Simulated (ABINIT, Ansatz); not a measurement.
# A GW chain in ABINIT: BaMg2Sb2 (P-3m1), part 2 of 3

Aim: the G0W0 gap of BaMg2Sb2 (P-3m1) on LDA, step by step.

ABINIT 10.8.3; LDA and many-body steps on it, plane waves. Known limits of the many-body steps: short of the basis limit; no spin-orbit coupling; coarse k mesh.

So far. Step 2 (Ground state): The gap is indirect, with the least direct gap 0.64 eV higher.

### 3. Bands along the symmetry lines

Level of this step: DFT, LDA, plane waves, norm-conserving pseudopotentials (ABINIT).

The cheap functional maps the bands first; the places of the edges decide which points the dearer methods must see.

The input, run.abi:

```
acell 3*1.0 Angstrom
rprim 
  4.770000000028 -0.000000000006 0.000000000000
  -2.385000000008 4.130941176079 0.000000000000
  0.000000000000 0.000000000000 8.100000000000
ntypat 3
znucl 56 12 51
natom 5
typat 1 2 2 3 3
xred 
  0.000000000000 0.000000000000 0.000000000000
  0.333333333333 0.666666666667 0.624700000000
  0.666666666667 0.333333333333 0.375300000000
  0.333333333333 0.666666666667 0.268000000000
  0.666666666667 0.333333333333 0.732000000000
pp_dirpath "pseudos"
pseudos "Ba.upf, Mg.upf, Sb.upf"
ecut 40
iscf -2
irdden 1
kptopt 0
nkpt 75
kpt 
  0.00000000 0.00000000 0.00000000
  0.06250000 0.00000000 0.00000000
  0.12500000 0.00000000 0.00000000
  0.18750000 0.00000000 0.00000000
  0.25000000 0.00000000 0.00000000
  0.31250000 0.00000000 0.00000000
  0.37500000 0.00000000 0.00000000
  0.43750000 0.00000000 0.00000000
  0.50000000 0.00000000 0.00000000
  0.47916667 0.04166667 0.00000000
  0.45833333 0.08333333 0.00000000
  0.43750000 0.12500000 0.00000000
  0.41666666 0.16666666 0.00000000
  0.39583333 0.20833333 0.00000000
  0.37500000 0.25000000 0.00000000
  0.35416666 0.29166666 0.00000000
  0.33333333 0.33333333 0.00000000
  0.29166666 0.29166666 0.00000000
  0.25000000 0.25000000 0.00000000
  0.20833333 0.20833333 0.00000000
  0.16666666 0.16666666 0.00000000
  0.12500000 0.12500000 0.00000000
  0.08333333 0.08333333 0.00000000
  0.04166667 0.04166667 0.00000000
  0.00000000 0.00000000 0.00000000
  0.00000000 0.00000000 0.06250000
  0.00000000 0.00000000 0.12500000
  0.00000000 0.00000000 0.18750000
  0.00000000 0.00000000 0.25000000
  0.00000000 0.00000000 0.31250000
  0.00000000 0.00000000 0.37500000
  0.00000000 0.00000000 0.43750000
  0.00000000 0.00000000 0.50000000
  0.06250000 0.00000000 0.50000000
  0.12500000 0.00000000 0.50000000
  0.18750000 0.00000000 0.50000000
  0.25000000 0.00000000 0.50000000
  0.31250000 0.00000000 0.50000000
  0.37500000 0.00000000 0.50000000
  0.43750000 0.00000000 0.50000000
  0.50000000 0.00000000 0.50000000
  0.47916667 0.04166667 0.50000000
  0.45833333 0.08333333 0.50000000
  0.43750000 0.12500000 0.50000000
  0.41666666 0.16666666 0.50000000
  0.39583333 0.20833333 0.50000000
  0.37500000 0.25000000 0.50000000
  0.35416666 0.29166666 0.50000000
  0.33333333 0.33333333 0.50000000
  0.29166666 0.29166666 0.50000000
  0.25000000 0.25000000 0.50000000
  0.20833333 0.20833333 0.50000000
  0.16666666 0.16666666 0.50000000
  0.12500000 0.12500000 0.50000000
  0.08333333 0.08333333 0.50000000
  0.04166667 0.04166667 0.50000000
  0.00000000 0.00000000 0.50000000
  0.50000000 0.00000000 0.50000000
  0.50000000 0.00000000 0.43750000
  0.50000000 0.00000000 0.37500000
  0.50000000 0.00000000 0.31250000
  0.50000000 0.00000000 0.25000000
  0.50000000 0.00000000 0.18750000
  0.50000000 0.00000000 0.12500000
  0.50000000 0.00000000 0.06250000
  0.50000000 0.00000000 0.00000000
  0.33333333 0.33333333 0.50000000
  0.33333333 0.33333333 0.43750000
  0.33333333 0.33333333 0.37500000
  0.33333333 0.33333333 0.31250000
  0.33333333 0.33333333 0.25000000
  0.33333333 0.33333333 0.18750000
  0.33333333 0.33333333 0.12500000
  0.33333333 0.33333333 0.06250000
  0.33333333 0.33333333 0.00000000
istwfk *1
nband 45
nbdbuf 2
tolwfr 1e-08
nstep 40
prtwf 0
prtvol 0
indata_prefix "in"
outdata_prefix "out"
tmpdata_prefix "tmp"
```

Started as:

```console
> OMP_NUM_THREADS=1 mpirun -n 4 abinit run.abi > log
```

What it wrote:

```text
.Version 10.8.3 of ABINIT. v10.8.2 released Aug 2026.

 Symmetries : space group P-3 m 1 (#164); Bravais hP (primitive hexag.)
[... echo of the input left out ...]
== DATASET  1 ==================================================================
-   mpi_nproc: 4, omp_nthreads: 1 (-1 if OMP is not activated)

--- !DatasetInfo
iteration_state: {dtset: 1, }
dimensions: {natom: 5, nkpt: 75, mband: 45, nsppol: 1, nspinor: 1, nspden: 1, mpw: 13062, }
cutoff_energies: {ecut:  40.0, pawecutdg:  -1.0, }
electrons: {nelect:   7.60000000E+01, charge:   0.00000000E+00, occopt:   1.00000000E+00, tsmear:   1.00000000E-02, }

 Real(R)+Recip(G) space primitive vectors, cartesian coordinates (Bohr,Bohr^-1):
 R(1)=  9.0139936  0.0000000  0.0000000  G(1)=  0.1109386  0.0640504  0.0000000
 R(2)= -4.5069968  7.8063475  0.0000000  G(2)=  0.0000000  0.1281009  0.0000000
 R(3)=  0.0000000  0.0000000 15.3067816  G(3)=  0.0000000  0.0000000  0.0653305
 Unit cell volume ucvol=  1.0770826E+03 bohr^3
 Angles (23,13,12)=  9.00000000E+01  9.00000000E+01  1.20000000E+02 degrees

 getcut: wavevector=  0.0000  0.0000  0.0000  ngfft=  54  54  90
         ecut(hartree)=     40.000   => boxcut(ratio)=   2.06521

--- Pseudopotential description ------------------------------------------------
- Ba Generated using ONCVPSP code by D. R. Hamann
- 56.00000  10.00000  180309                  znucl, zion, pspdat
12 -1012 2 -1 1912                            pspcod,pspxc,lmax,lloc,mmax
     nproj     2     2     2
  pspatm : epsatm=   25.95172157
         --- l  ekb(1:nproj) -->
             0    6.668455    0.685657
             1    5.046948    0.410312
             2    2.551809    0.419281
 pspatm: atomic psp has been read  and splines computed

- Mg Generated using ONCVPSP code by D. R. Hamann
- 12.00000  10.00000  180309                  znucl, zion, pspdat
12 -1012 1 -1 1510                            pspcod,pspxc,lmax,lloc,mmax
     nproj     2     2     0
  pspatm : epsatm=    9.23542517
         --- l  ekb(1:nproj) -->
[...]
pspatm: atomic psp has been read  and splines computed

- Sb Generated using ONCVPSP code by D. R. Hamann
- 51.00000  23.00000  180309                  znucl, zion, pspdat
12 -1012 2 -1 1416                            pspcod,pspxc,lmax,lloc,mmax
     nproj     2     2     2
  pspatm : epsatm=   28.31692806
         --- l  ekb(1:nproj) -->
[...]
pspatm: atomic psp has been read  and splines computed

--------------------------------------------------------------------------------

================================================================================
 prteigrs : about to open file out_EIG
 Non-SCF case, kpt    1 (  0.00000  0.00000  0.00000), residuals and eigenvalues=
  4.56E-09  3.67E-09  3.90E-09  5.59E-09  3.33E-09  9.67E-09  1.98E-09  2.62E-09
  2.80E-09  1.58E-09  9.75E-09  2.95E-09  4.70E-09  9.29E-09  1.72E-09  3.05E-09
[...]
Non-SCF case, kpt   75 (  0.33333  0.33333  0.00000), residuals and eigenvalues=
[...]
-1.2353E-01 -1.2353E-01  6.2111E-02  6.2111E-02  8.0232E-02  1.3389E-01
  1.3389E-01  1.3595E-01  2.7929E-01  2.9339E-01  2.9339E-01  3.0134E-01
[...]
--- !ResultsGS
iteration_state: {dtset: 1, }
comment   : Summary of ground state results
lattice_vectors:
- [  9.0139936,  -0.0000000,   0.0000000, ]
- [ -4.5069968,   7.8063475,   0.0000000, ]
- [  0.0000000,   0.0000000,  15.3067816, ]
lattice_lengths: [   9.01399,    9.01399,   15.30678, ]
lattice_angles: [ 90.000,  90.000, 120.000, ] # degrees, (23, 13, 12)
lattice_volume:   1.0770826E+03
convergence: {deltae:  0.000E+00, res2:  0.000E+00, residm:  9.999E-09, diffor:  0.000E+00, }
etotal    :  -6.52486106E+02
entropy   :   0.00000000E+00
fermie    :   1.82057405E-01
cartesian_stress_tensor: null
pressure_GPa: null
xred      :
- [  0.0000E+00,   0.0000E+00,   0.0000E+00, Ba]
- [  3.3333E-01,   6.6667E-01,   6.2470E-01, Mg]
- [  6.6667E-01,   3.3333E-01,   3.7530E-01, Mg]
- [  3.3333E-01,   6.6667E-01,   2.6800E-01, Sb]
- [  6.6667E-01,   3.3333E-01,   7.3200E-01, Sb]
cartesian_forces: null
force_length_stats: {min: null, max: null, mean: null, }

 Integrated electronic density in atomic spheres:
 ------------------------------------------------
 Atom  Sphere_radius  Integrated_density
[...]
================================================================================

 ----iterations are completed or convergence reached----

 Mean square residual over all n,k,spin=   46.512E-10; max=  99.986E-10
 reduced coordinates (array xred) for    5 atoms
[...]
0.333333      0.666667      0.268000
       0.666667      0.333333      0.732000

 cartesian coordinates (angstrom) at end:
    1      0.000000     0.000000     0.000000
    2      4e-12     2.753961     5.060070
    3      2.385000     1.376980     3.039930
    4      4e-12     2.753961     2.170800
    5      2.385000     1.376980     5.929200
 length scales=  1.889726  1.889726  1.889726 bohr
              =  1.000000  1.000000  1.000000 angstroms
 prteigrs : about to open file out_EIG
 Eigenvalues (hartree) for nkpt=  75  k points:
 kpt#   1, nband= 45, wtk=  1.00000, kpt=  0.0000  0.0000  0.0000 (reduced coord)
[...]
kpt#   2, nband= 45, wtk=  1.00000, kpt=  0.0625  0.0000  0.0000 (reduced coord)
[...]
kpt#   3, nband= 45, wtk=  1.00000, kpt=  0.1250  0.0000  0.0000 (reduced coord)
[...]
kpt#  74, nband= 45, wtk=  1.00000, kpt=  0.3333  0.3333  0.0625 (reduced coord)
[...]
0.28825    0.30690    0.30690    0.31636    0.39268
 kpt#  75, nband= 45, wtk=  1.00000, kpt=  0.3333  0.3333  0.0000 (reduced coord)
[...]
-0.83080   -0.83079   -0.83034   -0.29681   -0.29681   -0.29302   -0.12353   -0.12353
   0.06211    0.06211    0.08023    0.13389    0.13389    0.13595    0.27929    0.29339
   0.29339    0.30134    0.30134    0.31607    0.39663

== END DATASET(S) ==============================================================
================================================================================

 -outvars: echo values of variables after computation  --------
            nband          45
             nkpt          75
          spgroup         164
 [... the other variables as echoed above ...]

 Calculation completed.
```

It took 4.7 min on 4 MPI ranks of Intel Xeon Platinum 8375C at 2.90GHz (Ice Lake), shared host; peak memory 1.1 GiB.

Numbers from this step:

```yaml
gap: 0.7837 eV
k_of_the_valence_top: 0, 0, 0
k_of_the_conduction_bottom: 0.5, 0, 0
least_direct_gap: 1.421 eV
```

The gap is 0.784 eV, as in the run before at this level.

Electronic bands along the path, in eV, zero at the top of the highest filled band:

```tsv
point	band 35	band 36	band 37	band 38	band 39	band 40	band 41	band 42
Γ	-0.99	-0.04	0.00	0.00	1.42	1.46	2.08	2.64
halfway	-1.78	-1.16	-0.70	-0.62	1.34	2.25	3.18	3.18
M	-1.55	-1.55	-1.32	-1.04	0.78	2.69	3.00	3.80
halfway	-2.13	-1.50	-1.37	-1.11	1.74	2.82	3.12	3.46
K	-2.77	-1.31	-1.31	-1.25	2.65	3.03	3.03	3.25
halfway	-2.12	-1.42	-1.10	-0.47	1.89	2.14	2.88	3.31
Γ	-0.99	-0.04	0.00	0.00	1.42	1.46	2.08	2.64
halfway	-0.88	-0.88	-0.21	-0.21	1.38	2.14	2.53	2.53
A	-0.65	-0.65	-0.53	-0.53	1.35	2.29	2.43	2.43
halfway	-1.26	-1.25	-1.04	-0.48	1.50	2.46	2.65	2.99
L	-1.79	-1.64	-0.59	-0.55	1.01	1.71	2.50	2.94
halfway	-2.00	-1.72	-1.25	-0.86	1.44	2.31	2.74	3.38
H	-2.31	-1.98	-1.29	-1.29	2.04	2.04	3.59	3.67
halfway	-1.42	-1.26	-1.07	-0.85	1.92	2.08	2.90	3.18
A	-0.65	-0.65	-0.53	-0.53	1.35	2.29	2.43	2.43
jump to L	-1.79	-1.64	-0.59	-0.55	1.01	1.71	2.50	2.94
halfway	-1.67	-1.53	-1.07	-0.75	0.88	2.27	2.66	3.34
M	-1.55	-1.55	-1.32	-1.04	0.78	2.69	3.00	3.80
jump to H	-2.31	-1.98	-1.29	-1.29	2.04	2.04	3.59	3.67
halfway	-2.62	-1.55	-1.30	-1.30	2.35	2.35	3.03	3.75
K	-2.77	-1.31	-1.31	-1.25	2.65	3.03	3.03	3.25
```

### 4. Empty states on the mesh, 3×3×1 mesh, 126 bands

The sums over transitions need many empty states on a uniform mesh; this step solves for them.

The input, run.abi:

```
acell 3*1.0 Angstrom
rprim 
  4.770000000028 -0.000000000006 0.000000000000
  -2.385000000008 4.130941176079 0.000000000000
  0.000000000000 0.000000000000 8.100000000000
ntypat 3
znucl 56 12 51
natom 5
typat 1 2 2 3 3
xred 
  0.000000000000 0.000000000000 0.000000000000
  0.333333333333 0.666666666667 0.624700000000
  0.666666666667 0.333333333333 0.375300000000
  0.333333333333 0.666666666667 0.268000000000
  0.666666666667 0.333333333333 0.732000000000
pp_dirpath "pseudos"
pseudos "Ba.upf, Mg.upf, Sb.upf"
ecut 40
ngkpt 3 3 1
nshiftk 1
shiftk 0 0 0
kptopt 1
chksymbreak 0
iscf -2
irdden 1
istwfk *1
nband 126
nbdbuf 10
tolwfr 1e-09
nstep 60
prtvol 0
indata_prefix "in"
outdata_prefix "out"
tmpdata_prefix "tmp"
```

Started as:

```console
> OMP_NUM_THREADS=1 mpirun -n 3 abinit run.abi > log
```

What it wrote:

```text
.Version 10.8.3 of ABINIT. v10.8.2 released Aug 2026.

 Symmetries : space group P-3 m 1 (#164); Bravais hP (primitive hexag.)
[... echo of the input left out ...]
== DATASET  1 ==================================================================
-   mpi_nproc: 3, omp_nthreads: 1 (-1 if OMP is not activated)

--- !DatasetInfo
iteration_state: {dtset: 1, }
dimensions: {natom: 5, nkpt: 3, mband: 126, nsppol: 1, nspinor: 1, nspden: 1, mpw: 13038, }
cutoff_energies: {ecut:  40.0, pawecutdg:  -1.0, }
electrons: {nelect:   7.60000000E+01, charge:   0.00000000E+00, occopt:   1.00000000E+00, tsmear:   1.00000000E-02, }

 Real(R)+Recip(G) space primitive vectors, cartesian coordinates (Bohr,Bohr^-1):
 R(1)=  9.0139936  0.0000000  0.0000000  G(1)=  0.1109386  0.0640504  0.0000000
 R(2)= -4.5069968  7.8063475  0.0000000  G(2)=  0.0000000  0.1281009  0.0000000
 R(3)=  0.0000000  0.0000000 15.3067816  G(3)=  0.0000000  0.0000000  0.0653305
 Unit cell volume ucvol=  1.0770826E+03 bohr^3
 Angles (23,13,12)=  9.00000000E+01  9.00000000E+01  1.20000000E+02 degrees

 getcut: wavevector=  0.0000  0.0000  0.0000  ngfft=  54  54  90
         ecut(hartree)=     40.000   => boxcut(ratio)=   2.06521

--- Pseudopotential description ------------------------------------------------
- Ba Generated using ONCVPSP code by D. R. Hamann
- 56.00000  10.00000  180309                  znucl, zion, pspdat
12 -1012 2 -1 1912                            pspcod,pspxc,lmax,lloc,mmax
     nproj     2     2     2
  pspatm : epsatm=   25.95172157
         --- l  ekb(1:nproj) -->
             0    6.668455    0.685657
             1    5.046948    0.410312
             2    2.551809    0.419281
 pspatm: atomic psp has been read  and splines computed

- Mg Generated using ONCVPSP code by D. R. Hamann
- 12.00000  10.00000  180309                  znucl, zion, pspdat
12 -1012 1 -1 1510                            pspcod,pspxc,lmax,lloc,mmax
     nproj     2     2     0
  pspatm : epsatm=    9.23542517
         --- l  ekb(1:nproj) -->
[...]
pspatm: atomic psp has been read  and splines computed

- Sb Generated using ONCVPSP code by D. R. Hamann
- 51.00000  23.00000  180309                  znucl, zion, pspdat
12 -1012 2 -1 1416                            pspcod,pspxc,lmax,lloc,mmax
     nproj     2     2     2
  pspatm : epsatm=   28.31692806
         --- l  ekb(1:nproj) -->
[...]
pspatm: atomic psp has been read  and splines computed

--------------------------------------------------------------------------------

================================================================================
 prteigrs : about to open file out_EIG
 Non-SCF case, kpt    1 (  0.00000  0.00000  0.00000), residuals and eigenvalues=
  4.69E-10  8.45E-10  3.08E-10  9.54E-10  2.41E-10  2.04E-10  2.20E-10  1.95E-10
  5.60E-10  7.02E-10  1.42E-10  1.49E-10  1.70E-10  1.58E-10  8.24E-11  9.80E-11
  2.47E-10  8.54E-11  1.87E-10  1.71E-10  1.39E-10  1.87E-10  2.09E-10  1.24E-10
[...]
6.67E-07  3.44E-06  5.19E-06  4.09E-06  6.01E-05  1.30E-04
 -5.0544E+00 -5.0544E+00 -3.3312E+00 -3.3312E+00 -3.3312E+00 -3.3312E+00
 -3.3311E+00 -3.3311E+00 -2.5805E+00 -2.5805E+00 -1.3835E+00 -1.3834E+00
[...]
1.2882E+00  1.2882E+00  1.2933E+00  1.3061E+00  1.3222E+00  1.3291E+00
 prteigrs : prtvol=0 or 1, do not print more k-points.

--- !ResultsGS
iteration_state: {dtset: 1, }
comment   : Summary of ground state results
lattice_vectors:
- [  9.0139936,  -0.0000000,   0.0000000, ]
- [ -4.5069968,   7.8063475,   0.0000000, ]
- [  0.0000000,   0.0000000,  15.3067816, ]
lattice_lengths: [   9.01399,    9.01399,   15.30678, ]
lattice_angles: [ 90.000,  90.000, 120.000, ] # degrees, (23, 13, 12)
lattice_volume:   1.0770826E+03
convergence: {deltae:  0.000E+00, res2:  0.000E+00, residm:  9.900E-10, diffor:  0.000E+00, }
etotal    :  -6.52486106E+02
entropy   :   0.00000000E+00
fermie    :   1.82057405E-01
cartesian_stress_tensor: null
pressure_GPa: null
xred      :
- [  0.0000E+00,   0.0000E+00,   0.0000E+00, Ba]
- [  3.3333E-01,   6.6667E-01,   6.2470E-01, Mg]
- [  6.6667E-01,   3.3333E-01,   3.7530E-01, Mg]
- [  3.3333E-01,   6.6667E-01,   2.6800E-01, Sb]
- [  6.6667E-01,   3.3333E-01,   7.3200E-01, Sb]
cartesian_forces: null
force_length_stats: {min: null, max: null, mean: null, }

 Integrated electronic density in atomic spheres:
 ------------------------------------------------
 Atom  Sphere_radius  Integrated_density
[...]
================================================================================

 ----iterations are completed or convergence reached----

 Mean square residual over all n,k,spin=   42.671E-11; max=  99.003E-11
 reduced coordinates (array xred) for    5 atoms
[...]
0.333333      0.666667      0.268000
       0.666667      0.333333      0.732000

 cartesian coordinates (angstrom) at end:
    1      0.000000     0.000000     0.000000
    2      4e-12     2.753961     5.060070
    3      2.385000     1.376980     3.039930
    4      4e-12     2.753961     2.170800
    5      2.385000     1.376980     5.929200
 length scales=  1.889726  1.889726  1.889726 bohr
              =  1.000000  1.000000  1.000000 angstroms
 prteigrs : about to open file out_EIG
 Eigenvalues (hartree) for nkpt=   3  k points:
 kpt#   1, nband=126, wtk=  0.11111, kpt=  0.0000  0.0000  0.0000 (reduced coord)
[...]
1.17368    1.17539    1.19481    1.20743    1.20823    1.20823    1.21149    1.21149
   1.23270    1.23676    1.23676    1.23992    1.26395    1.26395    1.28198    1.28198
   1.28818    1.28819    1.29326    1.30607    1.32216    1.32907
 prteigrs : prtvol=0 or 1, do not print more k-points.

== END DATASET(S) ==============================================================
================================================================================

 -outvars: echo values of variables after computation  --------
            nband         126
             nkpt           3
          spgroup         164
 [... the other variables as echoed above ...]

 Calculation completed.
```

Elapsed: 67 s, on 3 MPI ranks; peak memory 0.43 GiB; 3.3 min of CPU time.

Numbers from this step:

- gap: 1.039 eV
- k of the valence top: 0, 0, 0
- k of the conduction bottom: 0.3333, 0, 0
- least direct gap: 1.421 eV
- k points computed: 3
- lowest point of the top converged band, above the valence top: 28.79 eV

On this mesh the gap is 1.039 eV. The earlier step found 0.784 eV, so this mesh misses an edge.

[end of part 2 of 3]

[Long decimals in the printed logs are rounded to 6 places.]

[Logs are printed without paths, hosts, clocks, repeated set-up lines and the standing remarks that a program may print on its own settings, such as how far it seeks lower states.]

[Paths, hosts, dates, memory and timing lines, banners, echoed tables and standing remarks are left out of the program output; an Ansatz launch command may be rebuilt from the run's recorded settings. Measured values are a selection of at most five: reports struck by readers or far from the other reports are left out. None is set beside runs whose start may be inverted or whose files or cutoffs have a known fault.]

[Runs of the session that timed out or met a known fault of the program may be left out.]

[Hosts, paths, dates, database ids (printed as entryN), source tags and the programs' standing remarks are cut or masked in the printed files.]

[G0W0 gaps are taken among the corrected bands and points alone; a level outside them can change the order at an edge.]

[Where Ansatz stands beside ABINIT at settings called matched, ABINIT's density can come from a denser mesh and the files from another edition; pairs whose starting gaps differed by over 0.03 eV were left out, so agreement reads better than it is.]
